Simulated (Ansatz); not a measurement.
# Resistivity from frozen vibrations: Ru(0001) with 2 thermally displaced layers, 2x2

Wanted: the phonon-limited resistivity of Ru at 800 K by the Landauer route.

Program: Ansatz 0.2.0. Level of theory: Ansatz plane-wave DFT, PBE, PAW files; ballistic transport by layer matching (Landauer), zero bias; PAW set soft_1. Results are calculated unless marked as measured.

## (1) The starting structure

The cell holds 48 atoms: 48 Ru. Its edges and angles: a = 5.412 Å, b = 5.412 Å, c = 25.691 Å, α = 90.0°, β = 90.0°, γ = 120.0°. It derives from Ru. Regions: lead, 40 atoms (40 Ru); scattering region, 8 atoms (8 Ru). The structure is stacked along c, and the current runs across the ab planes.

## (2) With 2 displaced layers

Each atom of 2 layers is moved at random, by amounts drawn from a normal law 0.057 Å wide in each direction from the Debye model (600 K) at 800 K. The layers about the cell's end stay perfect and serve as the lead. Disorder leaves little or no symmetry, which makes such runs dear. Energies from -0.05 to 0.05 eV in steps of 0.05 eV are too few for the program's thermal sum, so it prints no conductance; for a metal the transmission near the Fermi level serves, at a fraction of the cost.

Input file input.yaml:

```yaml
crystal:
  lattice:
    - [5.4116, 0.0, 0.0]
    - [-2.7058, 4.6865830751, 0.0]
    - [0.0, 0.0, 25.6914]
  atoms:
    - { symbol: Ru, position: [0.1666666667, 0.3333333333, 0.0416666667] }
    - { symbol: Ru, position: [0.1666666667, 0.8333333333, 0.0416666667] }
    - { symbol: Ru, position: [0.6666666667, 0.3333333333, 0.0416666667] }
    - { symbol: Ru, position: [0.6666666667, 0.8333333333, 0.0416666667] }
    - { symbol: Ru, position: [0.3333333333, 0.1666666667, 0.125] }
    - { symbol: Ru, position: [0.3333333333, 0.6666666667, 0.125] }
    - { symbol: Ru, position: [0.8333333333, 0.1666666667, 0.125] }
    - { symbol: Ru, position: [0.8333333333, 0.6666666667, 0.125] }
    - { symbol: Ru, position: [0.1666666667, 0.3333333333, 0.2083333333] }
    - { symbol: Ru, position: [0.1666666667, 0.8333333333, 0.2083333333] }
    - { symbol: Ru, position: [0.6666666667, 0.3333333333, 0.2083333333] }
    - { symbol: Ru, position: [0.6666666667, 0.8333333333, 0.2083333333] }
    - { symbol: Ru, position: [0.3333333333, 0.1666666667, 0.2916666667] }
    - { symbol: Ru, position: [0.3333333333, 0.6666666667, 0.2916666667] }
    - { symbol: Ru, position: [0.8333333333, 0.1666666667, 0.2916666667] }
    - { symbol: Ru, position: [0.8333333333, 0.6666666667, 0.2916666667] }
    - { symbol: Ru, position: [0.1666666667, 0.3333333333, 0.375] }
    - { symbol: Ru, position: [0.1666666667, 0.8333333333, 0.375] }
    - { symbol: Ru, position: [0.6666666667, 0.3333333333, 0.375] }
    - { symbol: Ru, position: [0.6666666667, 0.8333333333, 0.375] }
    - { symbol: Ru, position: [0.3338543173, 0.165059861, 0.4597542865] }
    - { symbol: Ru, position: [0.331180603, 0.6601512626, 0.4591356311] }
    - { symbol: Ru, position: [0.8528288196, 0.178186114, 0.4567719038] }
    - { symbol: Ru, position: [0.8162134634, 0.6590857125, 0.4584250263] }
    - { symbol: Ru, position: [0.1408452225, 0.3306721468, 0.5389022717] }
    - { symbol: Ru, position: [0.1556433444, 0.8267134529, 0.5409648681] }
    - { symbol: Ru, position: [0.6773427026, 0.3460135353, 0.5413814773] }
    - { symbol: Ru, position: [0.6770149744, 0.8252424991, 0.5424465881] }
    - { symbol: Ru, position: [0.3333333333, 0.1666666667, 0.625] }
    - { symbol: Ru, position: [0.3333333333, 0.6666666667, 0.625] }
    - { symbol: Ru, position: [0.8333333333, 0.1666666667, 0.625] }
    - { symbol: Ru, position: [0.8333333333, 0.6666666667, 0.625] }
    - { symbol: Ru, position: [0.1666666667, 0.3333333333, 0.7083333333] }
    - { symbol: Ru, position: [0.1666666667, 0.8333333333, 0.7083333333] }
    - { symbol: Ru, position: [0.6666666667, 0.3333333333, 0.7083333333] }
    - { symbol: Ru, position: [0.6666666667, 0.8333333333, 0.7083333333] }
    - { symbol: Ru, position: [0.3333333333, 0.1666666667, 0.7916666667] }
    - { symbol: Ru, position: [0.3333333333, 0.6666666667, 0.7916666667] }
    - { symbol: Ru, position: [0.8333333333, 0.1666666667, 0.7916666667] }
    - { symbol: Ru, position: [0.8333333333, 0.6666666667, 0.7916666667] }
    - { symbol: Ru, position: [0.1666666667, 0.3333333333, 0.875] }
    - { symbol: Ru, position: [0.1666666667, 0.8333333333, 0.875] }
    - { symbol: Ru, position: [0.6666666667, 0.3333333333, 0.875] }
    - { symbol: Ru, position: [0.6666666667, 0.8333333333, 0.875] }
    - { symbol: Ru, position: [0.3333333333, 0.1666666667, 0.9583333333] }
    - { symbol: Ru, position: [0.3333333333, 0.6666666667, 0.9583333333] }
    - { symbol: Ru, position: [0.8333333333, 0.1666666667, 0.9583333333] }
    - { symbol: Ru, position: [0.8333333333, 0.6666666667, 0.9583333333] }
kpoints:
  mp_grid: { grid: [5, 5, 1] }
hamiltonian:
  xc: pbe
  pseudopotentials: { kind: paw, azcp: { folder: soft_1 } }
scf:
  occupations: { method: fermi_dirac, width: 0.1 }
output:
  transmission:
    leads: [[0, 8]]
    kmesh: [10, 10]
    e_range: [-0.05, 0.05]
    de: 0.05
  write_potential: true
  write_density: true
  volumetric_format: npy
  elf: true
```

On the command line:

```bash
> ansatz run input.yaml --threads 4 --pin off --max-ram 15360MiB --backend cpu --events-out ev --progress --plain --runs-dir out
```

Numbers of over 12 decimals in the logs are rounded to 6 here.

Log:

```text
Engine: ansatz 0.2.0, x86_64-unknown-linux-gnu
Pseudopotentials: kind: paw
Pseudopotential: Ru, paw, valence charge 16, recommended cutoff 420 eV (normal), soft_1/Ru.paw.azcp
Functional definition: PBE
  parameter kappa = 0.804
  parameter beta = 0.066725
  exchange = pbe_x(kappa = kappa, mu = beta*pi^2/3)
  correlation = pbe_c(beta = beta)
Crystal: 48 atoms, lattice volume = 651.583 Å³
Basis set: ecut = 420 eV, 12691 PW (Γ)
Bands: 461, of which v1, the nominal top of the filled ones, is band 384 counted from 1 (383 counted from 0)
Symmetry: 1 space group operations
Space group: P1 (ITA 1), of the structure as read, at distance tolerance 8.7e-5 Å
k-points: 13 of 25 (time reversal used)
Non-local potential: Ru, projectors of the file, l = 0: 3, l = 1: 2, l = 2: 2, l = 3: 1
PAW form: soft (Blöchl's): semilocal exchange-correlation on the pseudo side does not see the compensation charge
PAW one-centre angular grid: Ru, 590 points (default); XC on 64 Gauss nodes
Initial density: superposition of atomic densities (chi_scale 0.1, normalization cell)
Initial wavefunctions: pseudopotential atomic-orbital guess
Functional: x = pbe(κ = 0.804, μ = 0.219515), c = pbe(β = 0.066725)
SCF iter   1: F=—  HF=-282208.549657 eV  |F-HF|=—  |Δ(HF+E_count)|=         —  Δρ=1.22e-1  dr2=9.30e1  ethr=3.10e-3  ⟨swp⟩=5.0  Hψ=19246  notcnv=0  defer=3
preconditioner: auto → Kerker (q_TF=auto, 2.804 Å⁻¹)  [metal: Δε(μ)=0.015 eV  Ē_g=5.266 eV  σ=0.100 eV  W_gap=0.04  n_scr=268 (ndim 8)  ℏωp=28.5 eV  f_vac=0.000  D(μ)=40.49/eV (n_scr^D=392)]
SCF iter   2: F=—  HF=-282185.159500 eV  |F-HF|=—  |Δ(HF+E_count)|=    2.34e1  Δρ=5.90e-2  dr2=2.11e1  ethr=3.10e-3  ⟨swp⟩=2.9  Hψ=12173  notcnv=0  defer=57
SCF iter   3: F=—  HF=-282178.842115 eV  |F-HF|=—  |Δ(HF+E_count)|=    6.32e0  Δρ=9.51e-3  dr2=2.65e-1  ethr=2.75e-3  ⟨swp⟩=2.0  Hψ=9308  notcnv=0  defer=57
SCF iter   4: F=—  HF=-282178.893106 eV  |F-HF|=—  |Δ(HF+E_count)|=   5.10e-2  Δρ=1.08e-3  dr2=4.72e-3  ethr=3.45e-5  ⟨swp⟩=2.2  Hψ=11212  notcnv=0  defer=56
SCF iter   5: F=—  HF=-282178.893861 eV  |F-HF|=—  |Δ(HF+E_count)|=   7.55e-4  Δρ=2.24e-4  dr2=2.22e-4  ethr=6.15e-7  ⟨swp⟩=2.8  Hψ=12325  notcnv=0  defer=56
SCF iter   6: F=—  HF=-282178.893881 eV  |F-HF|=—  |Δ(HF+E_count)|=   1.94e-5  Δρ=5.01e-5  dr2=1.32e-5  ethr=2.89e-8  ⟨swp⟩=2.8  Hψ=11214  notcnv=0  defer=56
SCF iter   7: F=—  HF=-282178.895219 eV  |F-HF|=—  |Δ(HF+E_count)|=   1.34e-3  Δρ=1.13e-5  dr2=1.45e-6  ethr=1.71e-9  ⟨swp⟩=2.0  Hψ=8382  notcnv=0  defer=56
SCF iter   8: F=-282178.895219 eV  HF=-282178.895219 eV  |F-HF|=3.76e-8  |Δ(HF+E_count)|=   7.40e-8  Δρ=2.59e-6  dr2=5.34e-8  ethr=1.30e-11  ⟨swp⟩=7.3  Hψ=14618  notcnv=0
SCF 1 converged in 8 iterations: F = -282178.895219 eV  dr2 = 5.34e-8
  greatest PAW one-centre occupation: 1.000 electrons in one spin orbital (limit 2), on the Ru atom at site 24 (counted from 0), in its partial waves of l = 0
transmission: 251 of 2496 steps passed
transmission: 500 of 2496 steps passed
[...]
transmission: 2496 of 2496 steps passed
SCF converged after 8 iterations
Free energy (F): -282178.895219 eV
Harris-Foulkes:  -282178.895219 eV  (|F-HF|=3.76e-8)
Internal energy: -282177.367789 eV  (E = F + TS)
E sigma→0 (E₀):  -282178.131504 eV
Entropy (-TS):   -1.527430 eV (-31.821 meV/atom)
Fermi energy:    23.339096 eV
--- Per-component energies (eV) ---
  E_band       = -2695.264611
  E_kinetic    = 22103.426963
  E_local      = -61023.610255  (includes V_loc(G=0)·N_el)
  E_nonlocal   = 19799.557426
  E_hartree    = 20242.486311
  E_xc         = -8168.300772
  E_vxc        = -10330.477604  (∫ρ·V_xc dr)
  E_paw        = -168072.156254  (= ΣΔE_a)
  E_vpaw       = -13729.132115  (= ΣTr[D̂ρ^β])
  E_aug_tail   = 0.030194  (compensation charges beyond the density's cutoff)
  E_ewald      = -107058.801401
  E_smearing   = -1.527430  (= −TS)
  E_closure    = -0.000000  (closes the sum)
  Σ components = -282178.895219   (vs F -282178.895219, Δ=0.00e0)
--- Band table (eV; the first three rows and the last of 13) ---
  k-point 0: bands = [... 380 lower, 23.8929, 23.9068, 24.3511, 24.3646, 24.3683, 24.3773, 24.4561, 24.5152, ... 73 higher]
  k-point 1: bands = [... 380 lower, 23.4746, 23.5183, 23.5356, 23.8268, 23.8437, 24.0208, 24.0289, 24.1060, ... 73 higher]
  k-point 2: bands = [... 380 lower, 22.9799, 23.0081, 23.0329, 23.1099, 23.1801, 23.2035, 23.3557, 23.3768, ... 73 higher]
  k-point 12: bands = [... 380 lower, 23.0925, 23.1217, 23.1511, 23.2946, 23.3224, 23.3645, 23.3805, 23.3872, ... 73 higher]
--- Transmission ---
  basis      : 223 plane waves across, 48 finite elements along
  points     : 52, standing for a mesh of 10 x 10
  energies   : 3 from -0.050000 to 0.050000 eV about the Fermi level, 0.050000 eV apart; the leads are filled to 0.000000 eV, and channels, transmission and decay are at 0.000000 eV
  crystal 0  : Ru8, at the sites [0, 8], period 4.2819 Å, over 21.41 Å; its Hamiltonian steps by up to 2.7 meV
    offset         : up to 0.0000 Å between an atom of the period and one for which it stands
    channels       : 5.160000e0 a spin
    conductance    : none, the energies end too early or step too widely for 300 K: set another output.transmission.e_range or a lower de, or, where they end at an eighth of basis.ecutwfc, a higher one
  junction   : crystal 0 to crystal 0, 0.70 to 22.11 Å
    transmission   : 4.737005e0 a spin
    conductance    : none, the energies end too early or step too widely for 300 K: set another output.transmission.e_range or a lower de, or, where they end at an eighth of basis.ecutwfc, a higher one
```

It took 9.8 min on 4 threads of Intel Xeon Platinum 8259CL at 2.50GHz (Skylake/Cascade Lake), shared host; peak memory 6.5 GiB.

Reading the cycles: dr2 is the Hartree energy of the density residual (eV), the measure of convergence; HF is the Harris–Foulkes estimate of the energy, which meets the free energy F at convergence.

This step gave:

| Property | Result |
| --- | --- |
| free energy | -282178.8952 eV |
| energy at zero smearing | -282178.1315 eV |
| Fermi energy | 23.34 eV |
| cell area | 25.36 Å² |
| transmission per spin nearest the Fermi level | 4.737 |
| open channels per spin nearest the Fermi level | 5.16 |
| step of the lead's potential | 2.7 meV |

Per spin. Table of transmission, zone mean by energy, zero at the Fermi level:

```
energy (eV)  transmission, zone mean
    -0.0500                     4.84
     0.0000                     4.74
     0.0500                     5.03
```

Per spin. Open channels, zone mean, lead against energy, zero at the Fermi level:

```
energy (eV)  open channels, zone mean, lead
    -0.0500                            5.16
     0.0000                            5.16
     0.0500                            5.64
```

Transmission over k1 and k2. At 0.0000 eV from the Fermi level.

Ten even steps from '_' (1.9) to '@' (11.7):
```
....::::::....______
..::::::::--::..____
....::==**==::::..__
..::::**@@@@**--::..
::..--==@@@@@@==--..
....::--**@@@@**::::
..__..::::==**==::..
..____..::--::::::::
..______....::::::..
::........::........
```
Columns: k1 (b1) from -0.5 to 0.4; rows upwards: k2 (b2) from -0.5 to 0.4.

Open channels over k1 and k2. At 0.0000 eV from the Fermi level.

Ten even steps from '_' (2.0) to '@' (12.0):
```
::::------::::..__..
..------------..____
..----++##++----....
::----##@@@@##----::
==::--++@@@@@@++--::
::::----##@@@@##----
......----++##++----
..____..------------
::..__..::::------::
==::....::==::....::
```
Columns: k1 (b1) from -0.5 to 0.4; rows upwards: k2 (b2) from -0.5 to 0.4.

Valence density in the ca plane at fractional y = 0.165, with atoms of Ru within 0.2 Å of it. It is the smooth field of the valence electrons, not physical close to the nuclei.

Values in units of 1e0 e/Å³, 8 rows by 16 columns, each cell a mean:
```
0.4 0.4 4.5 2.4 0.4 0.4 3.4 4.6 0.5 0.5 1.2 5.5 0.7 0.4 0.5 5.0
0.3 0.4 6.8 3.6 0.3 0.4 4.0 5.5 0.4 0.3 1.7 8.2 1.0 0.3 0.6 7.5
0.9 0.5 1.2 0.7 0.7 0.7 0.7 0.8 0.4 0.7 0.5 1.4 0.4 1.0 0.4 1.3
1.2 0.5 0.5 0.4 0.9 0.9 0.4 0.5 0.5 0.9 0.3 0.5 0.4 1.3 0.4 0.5
0.4 0.4 4.5 2.4 0.4 0.4 2.5 4.5 0.4 0.3 1.1 5.5 0.7 0.4 0.5 5.0
0.3 0.4 6.8 3.6 0.3 0.3 3.7 6.6 0.4 0.3 1.6 8.2 1.0 0.3 0.6 7.5
0.9 0.5 1.2 0.7 0.7 0.7 0.7 1.2 0.5 0.7 0.5 1.4 0.4 1.0 0.4 1.3
1.2 0.5 0.5 0.4 0.9 0.9 0.5 0.6 0.7 1.3 0.3 0.5 0.4 1.3 0.4 0.5
```
Columns run along c (16.0 Å, from fractional 0.19 to 0.81 of the cell), rows up along a (5.4 Å). Atoms in or near the plane, at fractional coordinates: Ru at (0.29, 0.33), Ru at (0.29, 0.83), Ru at (0.46, 0.33), Ru at (0.46, 0.85), Ru at (0.62, 0.33), Ru at (0.62, 0.83), Ru at (0.79, 0.33), Ru at (0.79, 0.83).

ELF in the ca plane at fractional y = 0.165, with atoms of Ru within 0.2 Å of it. It is the smooth field of the valence electrons, not physical close to the nuclei.

Values, 8 rows by 16 columns, each cell a mean:
```
0.27 0.28 0.51 0.40 0.28 0.28 0.45 0.50 0.28 0.28 0.34 0.55 0.31 0.26 0.29 0.53
0.29 0.29 0.54 0.45 0.29 0.29 0.47 0.52 0.28 0.29 0.37 0.58 0.33 0.28 0.30 0.56
0.32 0.27 0.34 0.30 0.29 0.29 0.29 0.30 0.26 0.28 0.28 0.37 0.27 0.32 0.27 0.35
0.36 0.27 0.28 0.28 0.31 0.30 0.27 0.27 0.26 0.31 0.26 0.28 0.26 0.37 0.26 0.28
0.27 0.28 0.51 0.40 0.28 0.28 0.41 0.51 0.28 0.26 0.34 0.55 0.31 0.26 0.29 0.53
0.29 0.29 0.54 0.45 0.29 0.29 0.45 0.54 0.29 0.30 0.37 0.58 0.33 0.28 0.30 0.56
0.32 0.27 0.34 0.30 0.30 0.29 0.31 0.34 0.28 0.29 0.27 0.37 0.27 0.32 0.27 0.35
0.36 0.27 0.28 0.28 0.31 0.30 0.29 0.30 0.29 0.36 0.26 0.29 0.26 0.37 0.26 0.28
```
Columns run along c (16.0 Å, from fractional 0.19 to 0.81 of the cell), rows up along a (5.4 Å). Atoms in or near the plane, at fractional coordinates: Ru at (0.29, 0.33), Ru at (0.29, 0.83), Ru at (0.46, 0.33), Ru at (0.46, 0.85), Ru at (0.62, 0.33), Ru at (0.62, 0.83), Ru at (0.79, 0.33), Ru at (0.79, 0.83).

Electrostatic potential energy in the ca plane at fractional y = 0.165, with atoms of Ru within 0.2 Å of it. With pseudopotentials it is smooth inside the atoms' cores, unlike the true potential.

Ten even steps from '0' (-71 eV) to '9' (24 eV), each cell a mean:
```
99999853479999999742479988999753589999999743
99999720048999999510159999999510169999998400
99999610048999999510159999999500169999998400
99999852369999999853589999999742489999999632
87799988899987899998999988899988899987899988
86689999999976789999999987899999999876799999
87799998899987799998899988899998999987899988
99999853479999999853479999999753589999999743
99999720048999999610048999999510169999998400
99999610048999999610048999999500169999998400
99999852369999999842379999999742489999999632
87799988899987899988899988899988899987899988
86689999999976789999999876799999999876799999
87799998899987799988899876799998999987899988
```
Columns run along c (16.0 Å, from fractional 0.19 to 0.81 of the cell; values clipped at the 3rd and 97th percentile), rows up along a (5.4 Å). Atoms in or near the plane, at fractional coordinates: Ru at (0.29, 0.33), Ru at (0.29, 0.83), Ru at (0.46, 0.33), Ru at (0.46, 0.85), Ru at (0.62, 0.33), Ru at (0.62, 0.83), Ru at (0.79, 0.33), Ru at (0.79, 0.83).

Over the solved energies the transmission per spin lies between 4.74 and 5.03, out of 5.32 channels of the lead on average (up to 5.64).

(Continued in part 2 of 2.)

[Logs are printed without paths, hosts, clocks, repeated set-up lines and the standing remarks that a program may print on its own settings, such as how far it seeks lower states.]

[Hosts, paths, dates, database ids (printed as entryN), source tags and the programs' standing remarks are cut or masked in the printed files.]
